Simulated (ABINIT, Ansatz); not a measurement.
## CsGeCl3 (R3m): one start, several treatments of the self-energy

Wanted: the gap of CsGeCl3 (R3m) under several approximations, with cost.

Main program and level: ABINIT 10.8.3; LDA and many-body steps on it, plane waves.

### 1. Set-up

It takes space group R3m (No. 160, trigonal). Conventional cell: a = 7.694 Å, b = 7.694 Å, c = 9.535 Å, α = 90.00°, β = 90.00°, γ = 120.00°. Nearest to Cs lie 12 Cl at 3.86 to 3.90 Å. Nearest to Ge lie 3 Cl at 2.37 Å. Nearest to Cl lie 2 Ge at 2.37 to 3.10 Å and 4 Cs at 3.86 to 3.90 Å. Farther neighbours and most contacts between anions are not listed.

The cell and positions are those that the Materials Project relaxed with its own functionals (PBE, PBE+U or r2SCAN), kept fixed. Spin-orbit coupling is left out unless a step names it.

### 2. Empty states on the mesh, 2×2×2 mesh, 562 bands

This step: ABINIT 10.8.3; DFT, LDA, plane waves, norm-conserving pseudopotentials.

The sums over transitions need many empty states on a uniform mesh; this step solves for them.

The input, run.abi:

```
acell 3*1.0 Angstrom
rprim 
  3.846816390705 2.220960478697 3.178300533600
  -3.846816390705 2.220960478697 3.178300533600
  0.000000000000 -4.441920957394 3.178300533600
ntypat 3
znucl 55 32 17
natom 5
typat 1 2 3 3 3
xred 
  0.998403350000 0.998403350000 0.998403350000
  0.515533150000 0.515533150000 0.515533150000
  0.496712670000 0.496712670000 0.948638170000
  0.496712670000 0.948638170000 0.496712670000
  0.948638170000 0.496712670000 0.496712670000
pp_dirpath "pseudos"
pseudos "Cs.upf, Ge.upf, Cl.upf"
ecut 56
ngkpt 2 2 2
nshiftk 1
shiftk 0 0 0
kptopt 1
chksymbreak 0
iscf -2
irdden 1
istwfk *1
nband 562
nbdbuf 50
tolwfr 1e-09
nstep 60
prtvol 0
indata_prefix "in"
outdata_prefix "out"
tmpdata_prefix "tmp"
```

Started as:

```bash
OMP_NUM_THREADS=4 mpirun -n 4 abinit run.abi > log
```

Numbers of over 12 decimals in the logs are rounded to 6 here.

Output:

```text
.Version 10.8.3 of ABINIT. v10.8.2 released Aug 2026.

 Symmetries : space group R3 m (#160); Bravais hR (rhombohedral)
[... echo of the input left out ...]
== DATASET  1 ==================================================================
-   mpi_nproc: 4, omp_nthreads: 4 (-1 if OMP is not activated)

--- !DatasetInfo
iteration_state: {dtset: 1, }
dimensions: {natom: 5, nkpt: 4, mband: 562, nsppol: 1, nspinor: 1, nspden: 1, mpw: 22041, }
cutoff_energies: {ecut:  56.0, pawecutdg:  -1.0, }
[...]
4.49210    4.49400    4.50250    4.50384    4.51159    4.51190    4.51634    4.51715
   4.53220    4.54123    4.54288    4.54598    4.54642    4.55123    4.55259    4.55811
   4.56975    4.59421
 prteigrs : prtvol=0 or 1, do not print more k-points.

== END DATASET(S) ==============================================================
================================================================================

 -outvars: echo values of variables after computation  --------
            nband         562
             nkpt           4
          spgroup         160
 [... the other variables as echoed above ...]

 Calculation completed.
```

It took 8 min on 4 MPI ranks of Arm Neoverse V1, shared host; peak memory 1.6 GiB; 83 min of CPU time.

Numbers from this step:

```yaml
gap: 1.977 eV
k_of_the_valence_top: 0.5, 0.5, 0.5
k_of_the_conduction_bottom: 0.5, 0.5, 0.5
least_direct_gap: 1.977 eV
k_points_computed: 4
lowest_point_of_the_top_converged_band_above_the_valence_top: 111.7640 eV
```

On this mesh the gap is 1.977 eV.

The density comes from a self-consistent run that is not shown.

### 3. Screening, 2×2×2 mesh, 224 bands, screening to 141.5 eV

The RPA dielectric matrix is built and inverted for each q.

This step: RPA screening on LDA, plane waves, norm-conserving pseudopotentials.

run.abi, as its differences from that of step 2:

```diff
@@ -23,10 +23,11 @@
 chksymbreak 0
-iscf -2
-irdden 1
 istwfk *1
-nband 562
-nbdbuf 50
-tolwfr 1e-09
-nstep 60
-prtvol 0
+occopt 1
+irdwfk 1
+optdriver 3
+nband 224
+ecuteps 5.2
+inclvkb 2
+awtr 1
+symchi 1
 indata_prefix "in"
```

Started as:

```bash
OMP_NUM_THREADS=1 mpirun -n 16 abinit run.abi > log
```

Output:

```text
.Version 10.8.3 of ABINIT. v10.8.2 released Aug 2026.

 Symmetries : space group R3 m (#160); Bravais hR (rhombohedral)
[... echo of the input left out ...]
== DATASET  1 ==================================================================
-   mpi_nproc: 16, omp_nthreads: 1 (-1 if OMP is not activated)

--- !DatasetInfo
iteration_state: {dtset: 1, }
dimensions: {natom: 5, nkpt: 4, mband: 224, nsppol: 1, nspinor: 1, nspden: 1, mpw: 22041, }
cutoff_energies: {ecut:  56.0, pawecutdg:  -1.0, }
electrons: {nelect:   5.20000000E+01, charge:   0.00000000E+00, occopt:   1.00000000E+00, tsmear:   1.00000000E-02, }

 SCREENING: Calculation of the susceptibility and dielectric matrices

 Based on a program developped by R.W. Godby, V. Olevano, G. Onida, and L. Reining.
 Incorporated in ABINIT by V. Olevano, G.-M. Rignanese, and M. Torrent.
.Using double precision arithmetic ; gwpc =  8

[... cell and pseudopotentials left out ...]
--------------------------------------------------------------------------------

 ==== K-mesh for the wavefunctions ====
 Number of points in the irreducible wedge :     4
[... list of points left out ...]
 Together with  6 symmetry operations and time-reversal symmetry
 yields     8 points in the full Brillouin Zone.

 ==== Q-mesh for the screening function ====
 Number of points in the irreducible wedge :     4
[... list of points left out ...]
 Together with  6 symmetry operations and time-reversal symmetry
 yields     8 points in the full Brillouin Zone.

 setmesh: FFT mesh size selected  =    45x   45x   45
          total number of points  =        91125

 vcoul_init : cutoff-mode = AUXILIARY_FUNCTION
 q-points for optical limit:   1
     1)      0.000010    0.000020    0.000030

- screening: taking advantage of time-reversal symmetry
- Maximum band index for partially occupied states nbvw = 26
- Remaining bands to be divided among processors   nbcw = 198
- Number of bands treated by each node ~12

 Number of electrons calculated from density =   52.0000; Expected =   52.0000
 average of density, n =  0.047295
 r_s =    1.7154
 omega_plasma =   20.9780 [eV]

 calculating chi0 at frequencies [eV] :
  1    0.000000E+00    0.000000E+00
  2    0.000000E+00    2.097803E+01

--------------------------------------------------------------------------------
  q-point number  1        q = ( 0.000000, 0.000000, 0.000000) [r.l.u.]
--------------------------------------------------------------------------------
[... chi0 elements left out ...]
 For q-point:  0.000010 0.000020 0.000030
  dielectric constant =   5.9632
  dielectric constant without local fields =   7.2328

  Average fulfillment of the sum rule on Im[epsilon] for q-point    1 :     55.78  [%]
[... wings left out ...]
  q-point number  2        q = ( 0.500000, 0.000000, 0.000000) [r.l.u.]
--------------------------------------------------------------------------------
[... chi0 elements left out ...]
  Average fulfillment of the sum rule on Im[epsilon] for q-point    2 :     59.09  [%]

 [... 2 further q-points ...]
```

Wall time 55 s (16 MPI ranks); peak memory 9.1 GiB; 15 min of CPU time.

This step gave:

```
ε∞ with local fields, on this mesh, along the program's q direction : 5.963
the same without local fields                                       : 7.233
plasma frequency                                                    : 20.98 eV
plane waves in the screening matrix                                 : 619
```

Local fields lower ε∞ by 18 %. On a Γ-centred mesh this coarse the value itself is usually too large, while a short band sum pulls it down.

### 4. G0W0, Godby-Needs plasmon pole

The self-energy is evaluated for the states that the input lists, and the levels follow from it, in one-shot runs by the linearised quasiparticle equation.

This step: G0W0 on LDA, plane waves, norm-conserving pseudopotentials.

run.abi, as its differences from that of step 3:

```diff
@@ -26,8 +26,17 @@
 irdwfk 1
-optdriver 3
+optdriver 4
 nband 224
+gwcalctyp 0
+ecutsigx 56
+symsigma 1
+nkptgw 2
+kptgw 
+  0.5000000000 0.5000000000 0.5000000000
+  0.0000000000 0.0000000000 0.0000000000
+bdgw 
+  25 28
+  24 29
 ecuteps 5.2
-inclvkb 2
-awtr 1
-symchi 1
+irdscr 1
+ppmodel 1
 indata_prefix "in"
```

Output:

```text
.Version 10.8.3 of ABINIT. v10.8.2 released Aug 2026.

 Symmetries : space group R3 m (#160); Bravais hR (rhombohedral)
[... echo of the input left out ...]
== DATASET  1 ==================================================================
-   mpi_nproc: 16, omp_nthreads: 1 (-1 if OMP is not activated)

--- !DatasetInfo
iteration_state: {dtset: 1, }
dimensions: {natom: 5, nkpt: 4, mband: 224, nsppol: 1, nspinor: 1, nspden: 1, mpw: 22041, }
cutoff_energies: {ecut:  56.0, pawecutdg:  -1.0, }
electrons: {nelect:   5.20000000E+01, charge:   0.00000000E+00, occopt:   1.00000000E+00, tsmear:   1.00000000E-02, }

 SIGMA: Calculation of the GW corrections

 Based on a program developped by R.W. Godby, V. Olevano, G. Onida, and L. Reining.
 Incorporated in ABINIT by V. Olevano, G.-M. Rignanese, and M. Torrent.
.Using double precision arithmetic ; gwpc =  8

[... cell and pseudopotentials left out ...]
--------------------------------------------------------------------------------

 ==== K-mesh for the wavefunctions ====
 Number of points in the irreducible wedge :     4
[... list of points left out ...]
 Together with  6 symmetry operations and time-reversal symmetry
 yields     8 points in the full Brillouin Zone.

 ==== Q-mesh for screening function ====
 Number of points in the irreducible wedge :     4
[... list of points left out ...]
 Together with  6 symmetry operations and time-reversal symmetry
 yields     8 points in the full Brillouin Zone.

 vcoul_init : cutoff-mode = AUXILIARY_FUNCTION
 q-points for optical limit:   1
     1)      0.000010    0.000020    0.000030
 setmesh: FFT mesh size selected  =    72x   72x   72
          total number of points  =       373248

 Number of electrons calculated from density =   52.0000; Expected =   52.0000
 average of density, n =  0.047295
 r_s =    1.7154
 omega_plasma =   20.9780 [eV]

 === KS Band Gaps ===
  >>>> For spin  1
   Minimum direct gap =   1.9771 [eV], located at k-point      :   0.5000  0.5000  0.5000
   Fundamental gap    =   1.9771 [eV], Top of valence bands at :   0.5000  0.5000  0.5000
                                       Bottom of conduction at :   0.5000  0.5000  0.5000
 SIGMA fundamental parameters:
 PLASMON POLE MODEL  1
 number of plane-waves for SigmaX                22041
 number of plane-waves for SigmaC and W            619
 number of plane-waves for wavefunctions         22041
 number of bands                                   224
 number of independent spin polarizations            1
 number of spinorial components                      1
 number of k-points in IBZ                           4
 number of q-points in IBZ                           4
 number of symmetry operations                       6
 number of k-points in BZ                            8
 number of q-points in BZ                            8
 number of frequencies for dSigma/dE                 9
 frequency step for dSigma/dE [eV]                0.25
 number of omega for Sigma on real axis              0
 max omega for Sigma on real axis  [eV]           0.00
 zcut for avoiding poles [eV]                     0.10

 EPSILON^-1 parameters (SCR file):
 dimension of the eps^-1 matrix on file            619
 dimension of the eps^-1 matrix used               619
 number of plane-waves for wavefunctions         22041
 number of bands                                   224
 number of q-points in IBZ                           4
 number of frequencies                               2
 number of real frequencies                          1
 number of imag frequencies                          1

 matrix elements of self-energy operator (all in [eV])

 Perturbative Calculation

--- !SelfEnergy_ee
iteration_state: {dtset: 1, }
kpoint     : [   0.500,    0.500,    0.500, ]
spin       : 1
KS_gap     :    1.977
QP_gap     :    3.640
Delta_QP_KS:    1.663
data: !SigmaeeData |
     Band     E0 <VxcDFT>   SigX SigC(E0)      Z dSigC/dE  Sig(E)    E-E0       E
       25  -0.190 -14.219 -18.514   2.877   0.771  -0.298 -15.312  -1.093  -1.283
       26   1.959 -14.764 -16.833   1.393   0.787  -0.271 -15.296  -0.532   1.427
       27   3.936 -11.282  -6.604  -3.277   0.807  -0.238 -10.151   1.131   5.067
       28   3.936 -11.282  -6.604  -3.277   0.807  -0.238 -10.151   1.131   5.067

--- !SelfEnergy_ee
iteration_state: {dtset: 1, }
kpoint     : [   0.000,    0.000,    0.000, ]
spin       : 1
KS_gap     :    5.520
QP_gap     :    7.284
Delta_QP_KS:    1.764
data: !SigmaeeData |
     Band     E0 <VxcDFT>   SigX SigC(E0)      Z dSigC/dE  Sig(E)    E-E0       E
       24  -0.526 -14.055 -18.275   2.838   0.771  -0.297 -15.121  -1.066  -1.592
       25  -0.526 -14.055 -18.275   2.838   0.771  -0.297 -15.121  -1.066  -1.592
       26  -0.340 -13.977 -17.781   2.547   0.773  -0.293 -14.949  -0.972  -1.312
       27   5.180  -7.348  -3.022  -3.381   0.839  -0.192  -6.556   0.792   5.972
       28   6.059  -7.267  -2.987  -3.276   0.840  -0.190  -6.424   0.844   6.902
       29   6.059  -7.267  -2.987  -3.276   0.840  -0.190  -6.424   0.844   6.902

== END DATASET(S) ==============================================================
================================================================================

 -outvars: echo values of variables after computation  --------
           etotal      0.0000000000E+00
            nband         224
             nkpt           4
          spgroup         160
 [... the other variables as echoed above ...]

 Calculation completed.
```

The job ended after 17 s (16 MPI ranks; peak memory 6.1 GiB).

Numbers from this step:

```yaml
g0w0_gap_on_the_points_computed: 3.64 eV
starting_gap_on_the_mesh: 1.977 eV
k_of_the_valence_top: 0.5, 0.5, 0.5
k_of_the_conduction_bottom: 0.5, 0.5, 0.5
z_at_the_valence_top: 0.787
z_at_the_conduction_bottom: 0.807
least_direct_g0w0_gap_on_the_computed_points: 3.64 eV
```

The gap on the mesh goes from 1.98 eV to 3.64 eV, a correction of +1.66 eV.

### 5. G0W0, Engel-Farid plasmon pole

run.abi, as its differences from that of step 4:

```diff
@@ -40,3 +40,3 @@
 irdscr 1
-ppmodel 1
+ppmodel 4
 indata_prefix "in"
```

Output:

```text
.Version 10.8.3 of ABINIT. v10.8.2 released Aug 2026.

 Symmetries : space group R3 m (#160); Bravais hR (rhombohedral)
[... echo of the input left out ...]
== DATASET  1 ==================================================================
-   mpi_nproc: 16, omp_nthreads: 1 (-1 if OMP is not activated)

--- !DatasetInfo
iteration_state: {dtset: 1, }
dimensions: {natom: 5, nkpt: 4, mband: 224, nsppol: 1, nspinor: 1, nspden: 1, mpw: 22041, }
cutoff_energies: {ecut:  56.0, pawecutdg:  -1.0, }
electrons: {nelect:   5.20000000E+01, charge:   0.00000000E+00, occopt:   1.00000000E+00, tsmear:   1.00000000E-02, }

 SIGMA: Calculation of the GW corrections

 Based on a program developped by R.W. Godby, V. Olevano, G. Onida, and L. Reining.
 Incorporated in ABINIT by V. Olevano, G.-M. Rignanese, and M. Torrent.
.Using double precision arithmetic ; gwpc =  8

[... cell and pseudopotentials left out ...]
--------------------------------------------------------------------------------

 ==== K-mesh for the wavefunctions ====
 Number of points in the irreducible wedge :     4
[... list of points left out ...]
 Together with  6 symmetry operations and time-reversal symmetry
 yields     8 points in the full Brillouin Zone.

 ==== Q-mesh for screening function ====
 Number of points in the irreducible wedge :     4
[... list of points left out ...]
 Together with  6 symmetry operations and time-reversal symmetry
 yields     8 points in the full Brillouin Zone.

 vcoul_init : cutoff-mode = AUXILIARY_FUNCTION
 q-points for optical limit:   1
     1)      0.000010    0.000020    0.000030
 setmesh: FFT mesh size selected  =    72x   72x   72
          total number of points  =       373248

 Number of electrons calculated from density =   52.0000; Expected =   52.0000
[...]
number of omega for Sigma on real axis              0
 max omega for Sigma on real axis  [eV]           0.00
 zcut for avoiding poles [eV]                     0.10

 EPSILON^-1 parameters (SCR file):
 dimension of the eps^-1 matrix on file            619
 dimension of the eps^-1 matrix used               619
 number of plane-waves for wavefunctions         22041
 number of bands                                   224
 number of q-points in IBZ                           4
 number of frequencies                               2
 number of real frequencies                          1
 number of imag frequencies                          1

 matrix elements of self-energy operator (all in [eV])

 Perturbative Calculation

--- !SelfEnergy_ee
iteration_state: {dtset: 1, }
kpoint     : [   0.500,    0.500,    0.500, ]
spin       : 1
KS_gap     :    1.977
QP_gap     :    3.721
Delta_QP_KS:    1.743
data: !SigmaeeData |
     Band     E0 <VxcDFT>   SigX SigC(E0)      Z dSigC/dE  Sig(E)    E-E0       E
       25  -0.190 -14.219 -18.514   2.656   0.775  -0.290 -15.489  -1.271  -1.461
       26   1.959 -14.764 -16.833   1.127   0.794  -0.259 -15.512  -0.748   1.211
       27   3.936 -11.282  -6.604  -3.455   0.814  -0.228 -10.287   0.995   4.931
[...]
--- !SelfEnergy_ee
iteration_state: {dtset: 1, }
kpoint     : [   0.000,    0.000,    0.000, ]
spin       : 1
KS_gap     :    5.520
QP_gap     :    7.391
Delta_QP_KS:    1.871
data: !SigmaeeData |
     Band     E0 <VxcDFT>   SigX SigC(E0)      Z dSigC/dE  Sig(E)    E-E0       E
[...]
28   6.059  -7.267  -2.987  -3.340   0.840  -0.191  -6.478   0.789   6.848
       29   6.059  -7.267  -2.987  -3.340   0.840  -0.191  -6.478   0.789   6.848

== END DATASET(S) ==============================================================
================================================================================

 -outvars: echo values of variables after computation  --------
           etotal      0.0000000000E+00
            nband         224
             nkpt           4
          spgroup         160
 [... the other variables as echoed above ...]

 Calculation completed.
```

Run time: 19 s. Hardware: 16 MPI ranks; peak memory 4.5 GiB; 4.9 min of CPU time.

Numbers from this step:

| Quantity | Value |
| --- | --- |
| G0W0 gap on the points computed | 3.720 eV |
| starting gap on the mesh | 1.977 eV |
| k of the valence top | 0.5, 0.5, 0.5 |
| k of the conduction bottom | 0.5, 0.5, 0.5 |
| Z at the valence top | 0.794 |
| Z at the conduction bottom | 0.814 |
| least direct G0W0 gap on the computed points | 3.720 eV |

Against G0W0 in ABINIT (2×2×2 mesh, 224 bands, screening to 141.5 eV, Godby-Needs plasmon pole), the gap moves by +0.080 eV.

[end of part 1 of 2]

[Paths, hosts, dates, memory and timing lines, banners, echoed tables and standing remarks are left out of the program output.]

[Logs are printed without paths, hosts, clocks, repeated set-up lines and the standing remarks that a program may print on its own settings, such as how far it seeks lower states.]

[Runs of the session that timed out or met a known fault of the program may be left out.]

[No measured gap is set beside runs whose start may be inverted or whose files or cutoffs have a known fault.]

[Hosts, paths, dates, database ids (printed as entryN), source tags and the programs' standing remarks are cut or masked in the printed files.]

[G0W0 gaps are taken among the corrected bands and points alone; a level outside them can change the order at an edge.]

[Where Ansatz stands beside ABINIT at settings called matched, ABINIT's density can come from a denser mesh and the files from another edition; pairs whose starting gaps differed by over 0.03 eV were left out, so agreement reads better than it is.]
